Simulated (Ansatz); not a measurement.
# Decaying states in the gap of CsRb2I3, part 2 of 3

A new crystal, CsRb2I3: structure, gap and complex bands. It is built by putting I for Br, Rb for Li in the CsLi2Br3 structure of space group Immm, with the volume rescaled by atomic radii. The parent structure comes from the Materials Project.

Ansatz 0.2.0; r2SCAN DFT, plane waves, PAW files (the session's first sound run).

So far. Step 2 (Cell and atoms at rest): The largest force component on a free atom ends at 0.017 eV/Å.

The structure was built from a prototype and need not be the compound's stable phase.

## 3. The bulk crystal and its band edges

The energy window and the wavevectors of the next steps follow from the band edges, so these are searched first, off the mesh as well.

input.yaml

```yaml
crystal:
  lattice:
    - [-2.5058242674, 3.5639319593, 9.3408135329]
    - [2.5058242674, -3.5639319593, 9.3408135329]
    - [2.5058242674, 3.5639319593, -9.3408135329]
  atoms:
    - { symbol: Cs, position: [0.0, 0.5, 0.5] }
    - { symbol: Rb, position: [0.3116035771, 0.8116035771, 0.5] }
    - { symbol: Rb, position: [0.6883964229, 0.1883964229, 0.5] }
    - { symbol: I, position: [0.8294977769, 0.8294977769, 0.0] }
    - { symbol: I, position: [0.1705022231, 0.1705022231, 0.0] }
    - { symbol: I, position: [0.5, 0.0, 0.5] }
kpoints:
  mp_grid: { grid: [6, 6, 6] }
  band_path: { path: [VBM, CBM], npoints: 30 }
scf:
  occupations: { method: fixed }
hamiltonian:
  xc: r2scan
output:
  eigenvalues: true
  write_potential: true
  write_density: true
  volumetric_format: npy
  elf: true
```

Run with:

```
ansatz run input.yaml --threads 2 --pin off --max-ram 4096MiB --backend cpu --events-out ev --progress --plain --runs-dir out
```

Numbers of over 12 decimals in the logs are rounded to 6 here.

Log:

```text
[...]
Crystal: 6 atoms, lattice volume = 333.676 Å³
Basis set: ecut = 500 eV, 8451 PW (Γ), FFT grids on a1−a2, a2, a2+a3, exchange–correlation on 256×320×160 points (64 copies of the dense FFT grid, shifted against one another)
Bands: 47, of which v1, the nominal top of the filled ones, is band 39 counted from 1 (38 counted from 0)
Symmetry: 8 space group operations
[...]
k-points: 46 of 216
[...]
SCF iter   1: F=—  HF=-34835.998935 eV  |F-HF|=—  |Δ(HF+E_count)|=         —  Δρ=2.47e-3  dr2=1.56e-2  dr2_τ=3.07e-3  ethr=1.77e-3  ⟨swp⟩=6.4  Hψ=7556  notcnv=0  defer=254
[...]
SCF iter   6: F=-34836.034745 eV  HF=-34836.034745 eV  |F-HF|=3.00e-8  |Δ(HF+E_count)|=   7.12e-7  Δρ=3.31e-6  dr2=4.27e-8  dr2_τ=3.29e-9  ethr=1.28e-10  ⟨swp⟩=20.7  Hψ=13291  notcnv=0
SCF 1 converged in 6 iterations: F = -34836.034745 eV  dr2 = 4.27e-8
[...]
NSCF: frozen V_eff on 46 k-points
[...]
SCF converged after 6 iterations
Free energy (F): -34836.034745 eV
[...]
Internal energy: -34836.034745 eV  (E = F + TS)
E sigma→0 (E₀):  -34836.034745 eV
Fermi energy:    1.877887 eV
[...]
--- Band table (eV; the first three rows and the last of 46) ---
  k-point 0: bands = [... 35 lower, 1.2120, 1.4477, 1.6125, 1.8779, 5.5917, 6.7564, 7.0055, 7.2733, ... 4 higher]
  k-point 1: bands = [... 35 lower, 1.0161, 1.4477, 1.5372, 1.6802, 6.1846, 6.9538, 7.4167, 7.5561, ... 4 higher]
  k-point 2: bands = [... 35 lower, 0.9159, 1.3632, 1.4551, 1.5600, 6.8000, 7.1133, 7.6356, 8.0110, ... 4 higher]
  k-point 45: bands = [... 35 lower, 1.1718, 1.2569, 1.5422, 1.8668, 6.2366, 6.3766, 6.7864, 7.5778, ... 4 higher]
```

It took 2 min on 2 threads of Arm Neoverse V2, shared host; peak memory 1.6 GiB.

Numbers from this step:

- Fermi energy: 1.878 eV
- gap on the k-mesh: 3.714 eV
- gap on path: 3.714 eV, by band count; negative where bands overlap
- direct gap on path: 3.714 eV
- edge places on path: 0, 0 1/A along the path

Levels at VBM (eV): -7.66, -7.66, -7.60, -1.27, -1.14, -1.07, -0.98, -0.77, -0.67, -0.43, -0.27, 0.00, 3.71, 4.88, 5.13, 5.40, 5.92, 6.53, 6.75, 6.82.

ELF in the ab plane of the cell as run, not the conventional one, at fractional z = 0.500, with atoms of Cs and Rb and I within 0.2 Å of it. It is the smooth field of the valence electrons, not physical close to the nuclei.

Values, 13 rows by 16 columns, each cell a mean:
```
0.04 0.03 0.37 0.66 0.50 0.23 0.60 0.56 0.33 0.53 0.74 0.39 0.04 0.03 0.04 0.08
0.27 0.05 0.39 0.84 0.69 0.71 0.31 0.50 0.70 0.68 0.76 0.67 0.17 0.02 0.15 0.36
0.35 0.15 0.08 0.64 0.61 0.39 0.79 0.26 0.33 0.65 0.70 0.52 0.14 0.01 0.05 0.25
0.08 0.08 0.03 0.09 0.55 0.79 0.85 0.61 0.05 0.09 0.20 0.11 0.04 0.17 0.20 0.07
0.33 0.04 0.02 0.03 0.05 0.21 0.43 0.33 0.04 0.04 0.03 0.01 0.15 0.67 0.82 0.72
0.77 0.55 0.07 0.06 0.21 0.19 0.05 0.02 0.03 0.18 0.29 0.10 0.09 0.68 0.85 0.58
0.20 0.81 0.53 0.05 0.21 0.42 0.27 0.04 0.02 0.16 0.39 0.32 0.06 0.25 0.80 0.46
0.73 0.82 0.82 0.24 0.04 0.19 0.19 0.04 0.03 0.04 0.09 0.17 0.09 0.02 0.26 0.75
0.48 0.73 0.67 0.24 0.02 0.02 0.03 0.03 0.31 0.60 0.44 0.13 0.02 0.02 0.02 0.11
0.06 0.08 0.11 0.04 0.12 0.30 0.23 0.05 0.39 0.85 0.74 0.75 0.30 0.02 0.08 0.14
0.36 0.13 0.01 0.09 0.49 0.73 0.74 0.57 0.19 0.61 0.58 0.38 0.79 0.26 0.08 0.34
0.32 0.19 0.03 0.06 0.53 0.77 0.65 0.63 0.66 0.31 0.52 0.76 0.84 0.61 0.06 0.14
0.05 0.04 0.04 0.06 0.17 0.66 0.63 0.30 0.43 0.68 0.37 0.26 0.51 0.39 0.06 0.02
```
Columns run along a (10.3 Å), rows up along b (10.3 Å). Atoms in or near the plane, at fractional coordinates: Cs at (0.00, 0.50), Rb at (0.31, 0.81), Rb at (0.69, 0.19), I at (0.50, 0.00).

Electrostatic potential energy in the ab plane of the cell as run, not the conventional one, at fractional z = 0.500, with atoms of Cs and Rb and I within 0.2 Å of it. With pseudopotentials it is smooth inside the atoms' cores, unlike the true potential.

Ten even steps from '0' (-60 eV) to '9' (8 eV), each cell a mean:
```
99999989999977998689999999999
99999877889997777679999999999
99999841258999876679999999999
99999850003799999899999999999
99999972000389999999999999999
99999997300168999999999999999
99999999853468999999999999999
99999999998888999999999999999
99999999999999999999999987778
78999999999999999999999986555
56899999999999999999999987555
65689999999999999999999998656
66568999999999999999999999755
55568999999999999999999999986
76668999999999999999999999998
98888999999999999899999999999
99999999999999998778899999999
99999999999999997412589999999
99999999999999998400038999999
99999999999999999720004899999
99999999999888999973001789999
99999999998666789998634789999
99999999998679877999988889999
99999999999779997799999999999
```
Columns run along a (10.3 Å; values clipped at the 3rd and 97th percentile), rows up along b (10.3 Å). Atoms in or near the plane, at fractional coordinates: Cs at (0.00, 0.50), Rb at (0.31, 0.81), Rb at (0.69, 0.19), I at (0.50, 0.00).

Valence density in the ab plane of the cell as run, not the conventional one, at fractional z = 0.500, with atoms of Cs and Rb and I within 0.2 Å of it. It is the smooth field of the valence electrons, not physical close to the nuclei.

Ten steps, logarithmic in the rise over the least value, from '_' (0 e/Å³) to '@' (17 e/Å³), each cell a mean:
```
__________......______::--**@@@@%%==::..__________________
________..::----::..__..::--++####==--..__________________
________..--==++++==::..__..::--==----::..________________
__________::==++++++==--..__....::::::....________________
__________..--++++==++==::________......__________________
____________..--==++++++--..______________________________
______________..::======--::______________________________
__________________..::::::..____________________........__
..______________________..______________________..::--::::
--..____________________________________________::--======
==--::__________________________________________..--==----
..----::__________________________________________::--==..
::--==--..________________________________________..::==--
======--::..________________________________________..::--
--------::..____________________________________________..
....::::....____________________......____________________
______________________________..::------..________________
______________________________..--==++++==::______________
________________________________::==++++++==::..__________
__________________..........____..--++++==++==::__________
__________________..::::--::::..__..--==++++++--..________
__________________..::--==++--::..__..::======--::________
__________________..::--**%%%%++--..____..::::::..________
____________________..--++@@@@@@++--..________..__________
```
Columns run along a (10.3 Å), rows up along b (10.3 Å). Atoms in or near the plane, at fractional coordinates: Cs at (0.00, 0.50), Rb at (0.31, 0.81), Rb at (0.69, 0.19), I at (0.50, 0.00).

The searched edges give 3.71 eV, as on the mesh.

## 4. Complex bands

This step: r2SCAN DFT, plane waves, PAW files; complex bands by layer matching along the plane's normal (Ansatz 0.2.0).

The same crystal is laid in a cell whose first two vectors span the (001) plane (indices of the standard conventional cell, whose axes can be ordered otherwise than in the bulk input). At fixed energy and wavevector in the plane the solver finds all kz, real and complex. A few wavevectors are listed, (0, 0) and (0.5, 0) in units of the plane's reciprocal vectors; the slowest state needn't be among them.

input.yaml

```yaml
crystal:
  lattice:
    - [5.011648535, 0.0, 0.0]
    - [0.0, 7.127863919, 0.0]
    - [2.505824267, 3.563931959, 9.340813533]
  atoms:
    - { symbol: Cs, position: [0.5, 0.0, 0.0] }
    - { symbol: Rb, position: [0.1883964229, 0.6883964229, 0.6232071542] }
    - { symbol: Rb, position: [0.8116035771, 0.3116035771, 0.3767928458] }
    - { symbol: I, position: [0.1705022231, 0.1705022231, 0.6589955538] }
    - { symbol: I, position: [0.8294977769, 0.8294977769, 0.3410044462] }
    - { symbol: I, position: [0.0, 0.5, 0.0] }
kpoints:
  mp_grid: { grid: [6, 6, 6] }
scf:
  occupations: { method: fixed }
hamiltonian:
  xc: r2scan
output:
  eigenvalues: true
  transmission:
    leads: [[0, 0]]
    kpoints: [[0.0, 0.0], [0.5, 0.0]]
    e_range: [-1.0, 4.71]
    de: 0.1
```

Log:

```text
[...]
Crystal: 6 atoms, lattice volume = 333.676 Å³
Basis set: ecut = 500 eV, 8451 PW (Γ), exchange–correlation on 160×216×320 points (64 copies of the dense FFT grid, shifted against one another)
Bands: 47, of which v1, the nominal top of the filled ones, is band 39 counted from 1 (38 counted from 0)
Symmetry: 8 space group operations
[...]
k-points: 46 of 216
[...]
SCF iter   1: F=—  HF=-34835.998898 eV  |F-HF|=—  |Δ(HF+E_count)|=         —  Δρ=2.47e-3  dr2=1.56e-2  dr2_τ=3.08e-3  ethr=1.77e-3  ⟨swp⟩=6.4  Hψ=7551  notcnv=0  defer=251
[...]
SCF iter   6: F=-34836.034745 eV  HF=-34836.034745 eV  |F-HF|=2.96e-8  |Δ(HF+E_count)|=   7.18e-7  Δρ=3.29e-6  dr2=4.21e-8  dr2_τ=3.31e-9  ethr=1.28e-10  ⟨swp⟩=20.7  Hψ=13241  notcnv=0
SCF 1 converged in 6 iterations: F = -34836.034745 eV  dr2 = 4.21e-8
[...]
transmission: 16 of 32 steps passed
transmission: 32 of 32 steps passed
SCF converged after 6 iterations
Free energy (F): -34836.034745 eV
[...]
Internal energy: -34836.034745 eV  (E = F + TS)
E sigma→0 (E₀):  -34836.034745 eV
Fermi energy:    1.877892 eV
[...]
--- Band table (eV; the first three rows and the last of 46) ---
  k-point 0: bands = [... 35 lower, 1.2120, 1.4477, 1.6125, 1.8779, 5.5917, 6.7564, 7.0055, 7.2733, ... 4 higher]
  k-point 1: bands = [... 35 lower, 1.2061, 1.4010, 1.5962, 1.8750, 5.7138, 6.5675, 7.1327, 7.3278, ... 4 higher]
  k-point 2: bands = [... 35 lower, 1.1892, 1.3056, 1.5612, 1.8695, 6.0252, 6.3802, 7.0238, 7.4682, ... 4 higher]
  k-point 45: bands = [... 35 lower, 0.8106, 1.2475, 1.4658, 1.6269, 6.5832, 7.3400, 7.5710, 7.6753, ... 4 higher]
--- Transmission ---
  basis      : 371 plane waves across, 16 finite elements along
  points     : 2, as listed
  energies   : 58 from -1.000000 to 4.700000 eV about the Fermi level, 0.100000 eV apart; the leads are filled to 1.856895 eV, and channels, transmission and decay are at 1.900000 eV
  crystal 0  : I3Cs1Rb2, at the sites [0, 0], period 9.3408 Å: whole cells are its period
    offset         : up to 0.0000 Å between an atom of the period and one for which it stands
    channels       : 0.000000e0 a spin
    conductance    : none, the energies end too early or step too widely for 300 K: set another output.transmission.e_range or a lower de, or, where they end at an eighth of basis.ecutwfc, a higher one
    slowest decay  : 0.3334 /Å at (0.0000, 0.0000)
```

The job ended after 4.9 min (2 threads; peak memory 2.3 GiB).

Numbers from this step:

| Quantity | Value |
| --- | --- |
| level to which the leads are filled | 1.857 eV from the Fermi level |
| decay constant at the filling level, zone centre | 0.3334 Å⁻¹ |
| decay constant at the filling level, slowest listed point | 0.3334 Å⁻¹ |

K parallel (0, 0); values up to 1.5 1/Å, a degenerate pair printed once or twice; energies at which all values exceed this have no row. Im kz of the slowest decaying states against energy, zero at the highest filled level on the SCF mesh:

| energy (eV) | decay 1 (Å⁻¹) | decay 2 (Å⁻¹) | decay 3 (Å⁻¹) | decay 4 (Å⁻¹) |
| --- | --- | --- | --- | --- |
| -1.00 | 0.0691 | 0.171 | 0.519 | 0.916 |
| -0.70 | 0.129 | 0.211 | 0.300 | 0.462 |
| -0.40 | 0.0844 | 0.165 | 0.377 | 0.454 |
| -0.10 | 0.236 | 0.285 | 0.418 | 0.433 |
| 0.00 | 0.00822 | 0.259 | 0.337 | 0.428 |
| 0.10 | 0.276 | 0.366 | 0.375 | 0.436 |
| 0.40 | 0.313 | 0.448 | 0.456 | 0.486 |
| 0.70 | 0.333 | 0.468 | 0.490 | 0.531 |
| 1.00 | 0.343 | 0.474 | 0.517 | 0.555 |
| 1.30 | 0.346 | 0.477 | 0.533 | 0.569 |
| 1.60 | 0.343 | 0.476 | 0.542 | 0.577 |
| 1.80 | 0.337 | 0.473 | 0.545 | 0.579 |
| 2.10 | 0.324 | 0.467 | 0.545 | 0.578 |
| 2.40 | 0.305 | 0.456 | 0.541 | 0.574 |
| 2.70 | 0.279 | 0.441 | 0.532 | 0.561 |
| 3.00 | 0.243 | 0.421 | 0.520 | 0.526 |
| 3.30 | 0.192 | 0.391 | 0.492 | 0.504 |
| 3.60 | 0.105 | 0.348 | 0.460 | 0.483 |
| 3.80 | 0.309 | 0.441 | 0.466 | 0.519 |
| 4.10 | 0.229 | 0.412 | 0.436 | 0.500 |
| 4.40 | 0.0553 | 0.383 | 0.397 | 0.478 |
| 4.70 | 0.0541 | 0.346 | 0.351 | 0.453 |

K parallel (0.5, 0); values up to 1.5 1/Å, a degenerate pair printed once or twice; energies at which all values exceed this have no row. Table of Im kz of the slowest decaying states by energy, zero at the highest filled level on the SCF mesh:

| energy (eV) | decay 1 (Å⁻¹) | decay 2 (Å⁻¹) | decay 3 (Å⁻¹) | decay 4 (Å⁻¹) |
| --- | --- | --- | --- | --- |
| -1.00 | 0.116 | 0.408 | 0.469 | 1.35 |
| -0.80 | 0.161 | 0.440 | 0.532 | 1.34 |
| -0.50 | 0.273 | 0.423 | 0.581 | 1.33 |
| -0.30 | 0.271 | 0.509 | 0.522 | 1.30 |
| -0.10 | 0.331 | 0.571 | 0.625 | 1.28 |
| 0.00 | 0.350 | 0.589 | 0.646 | 1.27 |
| 0.10 | 0.365 | 0.605 | 0.660 | 1.26 |
| 0.40 | 0.397 | 0.643 | 0.683 | 1.22 |
| 0.60 | 0.413 | 0.662 | 0.689 | 1.20 |
| 0.80 | 0.424 | 0.680 | 0.691 | 1.17 |
| 1.10 | 0.437 | 0.687 | 0.702 | 1.13 |
| 1.30 | 0.443 | 0.681 | 0.717 | 1.10 |
| 1.50 | 0.447 | 0.673 | 0.731 | 1.07 |
| 1.70 | 0.450 | 0.664 | 0.747 | 1.03 |
| 2.00 | 0.452 | 0.646 | 0.779 | 0.970 |
| 2.20 | 0.451 | 0.632 | 0.825 | 0.901 |
| 2.40 | 0.449 | 0.617 | 0.850 | 1.17 |
| 2.60 | 0.447 | 0.600 | 0.837 | 1.16 |
| 2.90 | 0.441 | 0.571 | 0.769 | 0.862 |
| 3.10 | 0.435 | 0.550 | 0.744 | 0.855 |
| 3.30 | 0.429 | 0.527 | 0.727 | 0.839 |
| 3.60 | 0.417 | 0.487 | 0.707 | 0.806 |
| 3.80 | 0.408 | 0.457 | 0.699 | 0.775 |
| 4.00 | 0.397 | 0.423 | 0.714 | 0.720 |
| 4.20 | 0.384 | 0.385 | 0.695 | 1.02 |
| 4.50 | 0.308 | 0.364 | 0.659 | 0.995 |
| 4.70 | 0.233 | 0.348 | 0.632 | 0.975 |

At the listed wavevectors the last open channel is at -0.30 eV and the next at +3.80 eV on the grid, wider than the gap, since narrow bands can fall between grid energies. At +1.90 eV, the grid energy nearest the filling level (the middle of the gap on the SCF mesh), the slowest state at the listed wavevectors decays with κ = 0.333 Å⁻¹, its amplitude falling by e over 3.0 Å. Through 1 nm of this crystal that state's transmission falls by exp(−2 × 0.333 Å⁻¹ × 10 Å) = 0.0013.

[end of part 2 of 3]

[Logs are printed without paths, hosts, clocks, repeated set-up lines and the standing remarks that a program may print on its own settings, such as how far it seeks lower states.]

[Hosts, paths, dates, database ids (printed as entryN), source tags and the programs' standing remarks are cut or masked in the printed files.]
